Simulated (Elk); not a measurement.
**Optical response of CdF2**

Wanted: where CdF2 starts to absorb, how strongly, and its refractive index.

Method: DFT, PBE, all-electron APW+lo, Dirac cores, scalar-relativistic bands, independent-particle optical response without local fields, in Elk 11.2.3 (patched build).

**1. The structure**

It takes space group Fm-3m (No. 225, cubic). Conventional cell: a = 5.388 Å, b = 5.388 Å, c = 5.388 Å, α = 90.00°, β = 90.00°, γ = 90.00°. Nearest to Cd lie 8 F at 2.33 Å. F has 4 Cd at 2.33 Å nearest. Farther neighbours and most contacts between anions are not listed.

**2. Ground state**

First the ground state: is it a metal or has it a gap?

This step: DFT, PBE, all-electron APW+lo, Dirac cores, scalar-relativistic bands, ground state (Elk 11.2.3 (patched build)).

Input file elk.in:

```
tasks
  0
  120

xctype
  20

nempty
  14

lorbcnd
  .true.

rgkmax
  7.0

swidth
  0.0018375

maxscl
  100

epsengy
  1e-05

sppath
  './'

avec
  0.000000000000 5.090922179742 5.090922179742
  5.090922179742 0.000000000000 5.090922179742
  5.090922179742 5.090922179742 0.000000000000

atoms
  2
  'Cd.in'
  1
  0.000000000000 0.000000000000 0.000000000000   0.000 0.000 0.000
  'F.in'
  2
  0.750000000000 0.750000000000 0.750000000000   0.000 0.000 0.000
  0.250000000000 0.250000000000 0.250000000000   0.000 0.000 0.000

ngridk
  10 10 10
```

Command:

```sh
$ OMP_NUM_THREADS=4 elk
```

The next run changes these lines of the input before it:

```diff
@@ -1,4 +1,6 @@
 tasks
-  0
-  120
+  121
+
+optcomp
+  1 1
 
@@ -17,9 +19,7 @@
 swidth
-  0.0018375
+  0.0073499
 
-maxscl
-  100
-
-epsengy
-  1e-05
+wplot
+  400 100 0
+  0.0 0.80849
```

Q: Predict the electronic dielectric constant ε∞, mean over x, y and z.

At this level (PBE, independent particles) CdF2 has ε∞ = 2.81 and n = 1.68 at 1550 nm, and Im ε peaks at 13.8 eV. On the mesh the gap is 3.11 eV and the least direct gap 3.60 eV, so on this mesh the band edges lie at different points. Distinct maxima of Im ε, read by a parabola through the highest points, lie at 6.34 eV (1.4), 10.43 eV (2.4), 12.48 eV (2.2) and 13.77 eV (2.7).

- electronic dielectric constant ε∞, mean over x, y and z (by symmetry where fewer were run) (independent particles): 2.81
- main peak of Im epsilon, first axis: 13.8 eV

Excitons and phonon-assisted transitions are missing, and so are local fields; PBE gaps are as a rule too small, which pulls the onset down and ε∞ up. The sum runs over mesh points, so small or evenly spaced maxima can still be ripples of the mesh.

[Machine, clock and banner lines and Python warnings are left out of the logs.]

[Logs are printed without paths, hosts, clocks, repeated set-up lines and the standing remarks that a program may print on its own settings, such as how far it seeks lower states.]

[Hosts, paths, dates, database ids (printed as entryN), source tags and the programs' standing remarks are cut or masked in the printed files.]
